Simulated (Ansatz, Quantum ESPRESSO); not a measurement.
# Complex bands of AlN, zinc blende type, lattice constant set to 4.463 Å, part 4 of 4

How good a tunnel barrier is AlN, zinc blende type, lattice constant set to 4.463 Å?

Quantum ESPRESSO 7.5; plane-wave DFT, LDA, PseudoDojo norm-conserving pseudopotentials; cross-check by Ansatz 0.2.0 with PAW datasets.

So far. Step 2 (Self-consistent run): The run needed 12 iterations to bring the estimated error under 1e-09 Ry.

The structure was built from a prototype and need not be the compound's stable phase.

### Step 5. The same in Ansatz

As a check, the same structure is run in Ansatz.

Level of this step: plane-wave DFT, LDA, Ansatz PAW (Ansatz 0.2.0).

Contents of input.yaml:

```yaml
crystal:
  lattice:
    - [3.1558175644, 0.0, 0.0]
    - [0.0, 3.1558175644, 0.0]
    - [0.0, 0.0, 4.463]
  atoms:
    - { symbol: Al, position: [0.0, 0.0, 0.0] }
    - { symbol: "N", position: [0.5, 0.0, 0.25] }
    - { symbol: Al, position: [0.5, 0.5, 0.5] }
    - { symbol: "N", position: [0.0, 0.5, 0.75] }
kpoints:
  mp_grid: { grid: [8, 8, 6] }
hamiltonian:
  xc: lda
scf:
  occupations: { method: fixed }
  convergence: { dr2_threshold: 1.0e-09 }
output:
  transmission:
    leads: [[0, 0]]
    kpoints: [[0, 0], [0.5, 0], [0.5, 0.5], [0.25, 0]]
    e_range: [-1.92, 7.44]
    de: 0.24
```

Run with:

```console
$ ansatz run input.yaml --threads 2 --pin off --max-ram 4096MiB --backend cpu --events-out ev --progress --plain --runs-dir out
```

Numbers of over 12 decimals in the logs are rounded to 6 here.

The program printed:

```text
Engine: ansatz 0.2.0, x86_64-unknown-linux-gnu
Pseudopotentials: kind: paw
Pseudopotential: Al, paw, valence charge 3, recommended cutoff 420 eV (normal), Al.paw.azcp
Pseudopotential: N, paw, valence charge 5, recommended cutoff 420 eV (normal), N.paw.azcp
Functional definition: SPW92
  exchange = slater_x
  correlation = pw_c
Crystal: 4 atoms, lattice volume = 44.448 Å³
Basis set: ecut = 420 eV, 855 PW (Γ)
Bands: 12, of which v1, the nominal top of the filled ones, is band 8 counted from 1 (7 counted from 0)
Symmetry: 16 space group operations
Space group: F-43m (ITA 216), of the structure as read, at distance tolerance 3.5e-5 Å
k-points: 60 of 384 (time reversal used)
Non-local potential: Al, projectors of the file, l = 0: 2, l = 1: 2, l = 2: 1
Non-local potential: N, projectors of the file, l = 0: 2, l = 1: 2, l = 2: 1
PAW form: soft (Blöchl's): semilocal exchange-correlation on the pseudo side does not see the compensation charge
PAW frozen core: Al, regenerated for the run's functional, and the local potential with it (the file was generated under x = pbe(κ = 0.804, μ = 0.219515), c = pbe(β = 0.066725))
PAW frozen core: N, regenerated for the run's functional, and the local potential with it (the file was generated under x = pbe(κ = 0.804, μ = 0.219515), c = pbe(β = 0.066725))
PAW one-centre angular grid: Al, 110 points (default); XC on 64 Gauss nodes
PAW one-centre angular grid: N, 110 points (default); XC on 64 Gauss nodes
Initial density: superposition of atomic densities (neutral atoms: chi_scale 0, normalization atom), corrected by the library's trained network
Initial wavefunctions: pseudopotential atomic-orbital guess
Functional: x = slater, c = lda
SCF iter   1: F=—  HF=-1779.463198 eV  |F-HF|=—  |Δ(HF+E_count)|=         —  Δρ=8.77e-3  dr2=4.06e-2  ethr=1.77e-3  ⟨swp⟩=4.8  Hψ=3998  notcnv=0  defer=82
preconditioner: auto → none  [insulator: Δε(μ)=3.071 eV  Ē_g=12.466 eV  n_scr=6 (ndim 8)  ℏωp=22.3 eV  f_vac=0.000  ε∞_Penn≈4.2]
SCF iter   2: F=—  HF=-1779.453705 eV  |F-HF|=—  |Δ(HF+E_count)|=   9.49e-3  Δρ=5.22e-3  dr2=7.55e-3  ethr=2.53e-4  ⟨swp⟩=2.5  Hψ=1661  notcnv=0  defer=120
SCF iter   3: F=—  HF=-1779.451381 eV  |F-HF|=—  |Δ(HF+E_count)|=   2.32e-3  Δρ=1.45e-3  dr2=3.75e-4  ethr=4.72e-5  ⟨swp⟩=2.1  Hψ=1215  notcnv=0  defer=118
SCF iter   4: F=—  HF=-1779.451210 eV  |F-HF|=—  |Δ(HF+E_count)|=   1.70e-4  Δρ=1.07e-4  dr2=2.02e-6  ethr=2.34e-6  ⟨swp⟩=2.6  Hψ=1221  notcnv=0  defer=119
SCF iter   5: F=—  HF=-1779.451210 eV  |F-HF|=—  |Δ(HF+E_count)|=   6.76e-7  Δρ=7.81e-6  dr2=1.40e-8  ethr=1.26e-8  ⟨swp⟩=2.3  Hψ=1197  notcnv=0  defer=3
SCF iter   6: F=-1779.451210 eV  HF=-1779.451210 eV  |F-HF|=1.41e-11  |Δ(HF+E_count)|=   1.73e-9  Δρ=4.24e-7  dr2=3.83e-11  ethr=6.25e-12  ⟨swp⟩=3.7  Hψ=2751  notcnv=0
SCF 1 converged in 6 iterations: F = -1779.451210 eV  dr2 = 3.83e-11
  greatest PAW one-centre occupation: 0.777 electrons in one spin orbital (limit 2), on the N atom at site 3 (counted from 0), in its partial waves of l = 0
transmission: 8 of 32 steps passed
transmission: 16 of 32 steps passed
transmission: 24 of 32 steps passed
transmission: 32 of 32 steps passed
SCF converged after 6 iterations
Free energy (F): -1779.451210 eV
Harris-Foulkes:  -1779.451210 eV  (|F-HF|=1.41e-11)
Internal energy: -1779.451210 eV  (E = F + TS)
E sigma→0 (E₀):  -1779.451210 eV
Fermi energy:    6.022082 eV
--- Per-component energies (eV) ---
  E_band       = 18.019815
  E_kinetic    = 311.971853
  E_local      = -458.568549  (includes V_loc(G=0)·N_el)
  E_nonlocal   = 113.806996
  E_hartree    = 155.988796
  E_xc         = -199.331235
  E_vxc        = -212.841750  (∫ρ·V_xc dr)
  E_paw        = -1123.012462  (= ΣΔE_a)
  E_vpaw       = -48.326594  (= ΣTr[D̂ρ^β])
  E_aug_tail   = 0.000184  (compensation charges beyond the density's cutoff)
  E_ewald      = -580.578314
  E_core_change = 0.271521  (= ΣΔE_core)
  E_smearing   = -0.000000  (= −TS)
  E_closure    = 0.000000  (closes the sum)
  Σ components = -1779.451210   (vs F -1779.451210, Δ=0.00e0)
--- Band table (eV; the first three rows and the last of 60) ---
  k-point 0: bands = [... 4 lower, 4.3028, 6.0221, 6.0221, 6.0221, 9.2307, 9.6882, 14.0482, 17.7624]
  k-point 1: bands = [... 4 lower, 4.3984, 5.4309, 5.8798, 5.8798, 9.6111, 10.3308, 14.2328, 17.3138]
  k-point 2: bands = [... 4 lower, 4.6707, 4.6707, 5.5190, 5.5190, 10.6130, 11.4115, 14.7683, 16.3501]
  k-point 59: bands = [... 4 lower, 2.7627, 2.7627, 3.4416, 3.4416, 11.8371, 11.8371, 16.8998, 16.8998]
--- Transmission ---
  basis      : 89 plane waves across, 8 finite elements along
  points     : 4, as listed
  energies   : 40 from -1.920000 to 7.440000 eV about the Fermi level, 0.240000 eV apart; the leads are filled to 1.604304 eV, and channels, transmission and decay are at 1.680000 eV
  crystal 0  : N2Al2, at the sites [0, 0], period 4.4630 Å: whole cells are its period
    offset         : up to 0.0000 Å between an atom of the period and one for which it stands
    channels       : 0.000000e0 a spin
    conductance    : none, the energies end too early or step too widely for 300 K: set another output.transmission.e_range or a lower de, or, where they end at an eighth of basis.ecutwfc, a higher one
    slowest decay  : 0.2559 /Å at (0.0000, 0.0000)
```

It took 5.1 s on 2 threads of Intel Xeon 6975P-C (Granite Rapids), shared host; peak memory 0.34 GiB; 6.6 s of CPU time.

This step gave:

```
free energy                                      : -1779.4512 eV
gap by band count                                : 3.209 eV
symmetry operations                              : 16
slowest decay at the grid energy nearest mid-gap : 0.2559 Å⁻¹
peak of the smallest κ at the zone centre        : 0.2559 Å⁻¹
peak of the smallest κ at (1/2, 0)               : 0.4843 Å⁻¹
peak of the smallest κ at (1/2, 1/2)             : 0.3649 Å⁻¹
peak of the smallest κ at (1/4, 0)               : 0.5012 Å⁻¹
valence top, on the run's zero                   : 6.022 eV
```

K across = (0, 0) in the cell's reciprocal vectors; values within 0.0025 1/Å of each other count once, columns are sorted by size at each energy, a dash where no further value was kept. The Im kz of the slowest decaying states by energy, zero at the highest filled level of the SCF mesh:

```
energy (eV)  decay 1 (Å⁻¹)  decay 2 (Å⁻¹)  decay 3 (Å⁻¹)
      -1.92          0.334          0.785              -
      -1.68          0.767              -              -
      -1.44          0.749              -              -
      -1.20          0.730              -              -
      -0.96          0.711              -              -
      -0.72          0.692              -              -
      -0.48          0.672           1.49              -
      -0.24          0.651           1.47              -
       0.00         0.0160         0.0331          0.630
       0.24          0.132          0.292          0.608
       0.72          0.208          0.473          0.561
       0.96          0.229          0.531          0.535
       1.20          0.243          0.508          0.578
       1.44          0.252          0.478          0.616
       1.68          0.256          0.447          0.649
       1.92          0.256          0.412          0.677
       2.16          0.251          0.374          0.701
       2.40          0.242          0.330          0.721
       2.64          0.228          0.279          0.739
       2.88          0.209          0.213          0.755
       3.12          0.111          0.181          0.768
       3.36          0.141          0.780           1.13
       3.60         0.0678          0.790           1.10
       3.84          0.798           1.07              -
       4.08          0.805           1.04              -
       4.32          0.810           1.01              -
       4.56          0.815          0.980              -
       4.80          0.818          0.947              -
       5.28          0.821          0.877              -
       5.52          0.821          0.840              -
       5.76         0.0650          0.800          0.820
       6.00          0.136          0.758          0.818
       6.24          0.176          0.713          0.816
       6.48          0.203          0.665          0.812
       6.72          0.224          0.613          0.807
       6.96          0.239          0.555          0.802
       7.20          0.251          0.490          0.795
       7.44          0.259          0.414          0.787
```

K across = (0, 0) in the cell's reciprocal vectors. The Re kz of states that move upwards by energy, zero at the highest filled level of the SCF mesh:

```
energy (eV)  channel 1 (Å⁻¹)  channel 2 (Å⁻¹)  channel 3 (Å⁻¹)
      -1.92           -0.511                -                -
      -1.68           -0.463            0.151            0.151
      -1.44           -0.414            0.406            0.406
      -1.20           -0.365            0.565            0.565
      -0.96           -0.316            0.698            0.698
      -0.72           -0.584           -0.584           -0.264
      -0.48           -0.456           -0.456           -0.207
      -0.24           -0.309           -0.309           -0.141
       0.00                -                -                -
       0.24                -                -                -
       0.72                -                -                -
       0.96                -                -                -
       1.20                -                -                -
       1.44                -                -                -
       1.68                -                -                -
       1.92                -                -                -
       2.16                -                -                -
       2.40                -                -                -
       2.64                -                -                -
       2.88                -                -                -
       3.12                -                -                -
       3.36            0.147                -                -
       3.60            0.238                -                -
       3.84            0.114            0.305                -
       4.08            0.182            0.362                -
       4.32            0.237            0.414                -
       4.56            0.288            0.463                -
       4.80            0.337            0.511                -
       5.28            0.441            0.613                -
       5.52            0.509            0.678                -
       5.76                -                -                -
       6.00                -                -                -
       6.24                -                -                -
       6.48                -                -                -
       6.72                -                -                -
       6.96                -                -                -
       7.20                -                -                -
       7.44                -                -                -
```

K across = (1/2, 0) in the cell's reciprocal vectors; values within 0.0025 1/Å of each other count once, columns are sorted by size at each energy, a dash where no further value was kept. Im kz of the slowest decaying states against energy, zero at the highest filled level of the SCF mesh:

```
energy (eV)  decay 1 (Å⁻¹)  decay 2 (Å⁻¹)  decay 3 (Å⁻¹)
      -1.92           1.20           1.49              -
      -1.68           1.14           1.47              -
      -1.20          0.990           1.43              -
      -0.96          0.879           1.40              -
      -0.72          0.697           1.38              -
      -0.24          0.172          0.699           1.33
       0.00          0.239          0.828           1.31
       0.24          0.287          0.899           1.28
       0.72          0.356          0.975           1.23
       0.96          0.382          0.997           1.21
       1.20          0.404           1.01           1.18
       1.68          0.439           1.03           1.13
       1.92          0.452           1.03           1.10
       2.16          0.463           1.04           1.07
       2.64          0.478           1.02           1.03
       2.88          0.482          0.990           1.03
       3.36          0.484          0.932           1.02
       3.60          0.482          0.903           1.01
       3.84          0.478          0.872           1.00
       4.32          0.463          0.810          0.982
       4.56          0.451          0.778          0.971
       4.80          0.437          0.745          0.958
       5.28          0.398          0.675          0.930
       5.52          0.372          0.638          0.915
       5.76          0.341          0.599          0.898
       6.24          0.250          0.512          0.863
       6.48          0.177          0.463          0.844
       6.72          0.407          0.824              -
       7.20          0.253          0.780              -
       7.44          0.054          0.756              -
```

K across = (1/2, 1/2) in the cell's reciprocal vectors; values within 0.0025 1/Å of each other count once, columns are sorted by size at each energy, a dash where no further value was kept. The Im kz of the slowest decaying states by energy, zero at the highest filled level of the SCF mesh:

```
energy (eV)  decay 1 (Å⁻¹)  decay 2 (Å⁻¹)
      -1.92              -              -
      -1.68         0.0839              -
      -1.44          0.207          0.216
      -1.20          0.265          0.287
      -0.96          0.302          0.338
      -0.72          0.327          0.378
      -0.48          0.344          0.410
      -0.24          0.355          0.437
       0.00          0.362          0.459
       0.24          0.365          0.478
       0.72          0.361          0.508
       0.96          0.354          0.519
       1.20          0.345          0.528
       1.44          0.332          0.535
       1.68          0.317          0.541
       1.92          0.298          0.545
       2.16          0.275          0.548
       2.40          0.247          0.549
       2.64          0.211          0.550
       2.88          0.164          0.549
       3.12         0.0866          0.546
       3.36          0.543              -
       3.60          0.539              -
       3.84          0.533              -
       4.08          0.526              -
       4.32          0.518              -
       4.56          0.509              -
       4.80          0.499              -
       5.28          0.474              -
       5.52          0.459              -
       5.76          0.442              -
       6.00          0.101          0.424
       6.24          0.148          0.403
       6.48          0.179          0.380
       6.72          0.202          0.354
       6.96          0.220          0.324
       7.20          0.233          0.289
       7.44          0.243          0.247
```

K across = (1/4, 0) in the cell's reciprocal vectors; values within 0.0025 1/Å of each other count once, columns are sorted by size at each energy, a dash where no further value was kept. Im kz of the slowest decaying states against energy, zero at the highest filled level of the SCF mesh:

```
energy (eV)  decay 1 (Å⁻¹)  decay 2 (Å⁻¹)  decay 3 (Å⁻¹)
      -1.92          0.130          0.607           1.18
      -1.44          0.176          0.269           1.12
      -0.96          0.149           1.07              -
      -0.48           1.01              -              -
      -0.24         0.0421          0.983              -
       0.00          0.171          0.199          0.954
       0.24          0.269          0.392          0.926
       0.72          0.358          0.602          0.868
       1.20          0.416          0.734          0.810
       1.68          0.455          0.751          0.837
       2.16          0.480          0.690          0.930
       2.64          0.496          0.625           1.05
       2.88          0.500          0.591           1.12
       3.36          0.501          0.518           1.11
       3.84          0.434          0.492           1.10
       4.32          0.328          0.472           1.08
       4.80          0.161          0.437           1.06
       5.28          0.371           1.03           1.20
       5.76          0.474           1.00           1.13
       6.00          0.522          0.988           1.10
       6.48          0.584          0.955           1.02
       6.96          0.148          0.633          0.919
       7.44          0.195          0.713          0.799
```

### Step 6. Worked from the printed numbers

T falls as exp(−2κd). With κ = 0.256 1/Å, 10 Å of barrier pass exp(−2 × 0.256 × 10) = 0.0060 of that channel, interfaces aside.

### Step 7. Summary of results

* gap on the SCF mesh: 3.22 eV
* smallest κ at mid-gap among the four k points, at the zone centre: 0.256 Å⁻¹
* peak of the smallest κ in the stop band at the zone centre: 0.257 Å⁻¹
* peak of the smallest κ in the stop band at (1/2, 0): 0.477 Å⁻¹
* peak of the smallest κ in the stop band at (1/2, 1/2): 0.365 Å⁻¹
* peak of the smallest κ in the stop band at (1/4, 0): 0.499 Å⁻¹
* energy of the peak at the zone centre, over the highest filled level: 1.68 eV
* peak at the zone centre by Ansatz: 0.256 Å⁻¹

With a gap of 3.22 eV on the mesh, the smallest κ at mid-gap among the four k points, at the zone centre is 0.256 Å⁻¹ (LDA, PseudoDojo norm-conserving). For a barrier with the Fermi level at mid-gap the slowest state found, at the zone centre, loses a factor of ten in probability every 4.5 Å or so. Stop bands away from the zone centre are mostly wider than the gap, so their peaks can lie above the conduction bottom. At the zone centre pwcond's peak is 0.257 and Ansatz's 0.256 1/Å, 0 % apart. The cell is the a/√2 one, turned by 45°, with two primitive cells, so X along [001] folds onto kz = 0. A semilocal gap is too small, often by a third to a half and by more in narrow-gap crystals, so real barriers decay faster.

[Logs are printed without paths, hosts, clocks, repeated set-up lines and the standing remarks that a program may print on its own settings, such as how far it seeks lower states.]

[Hosts, paths, dates, database ids (printed as entryN), source tags and the programs' standing remarks are cut or masked in the printed files.]

[Maps of the electrostatic potential energy from Ansatz leave out the sawtooth potential of an applied field or a dipole correction, so their vacuum need not be flat; planar profiles and work functions include it.]
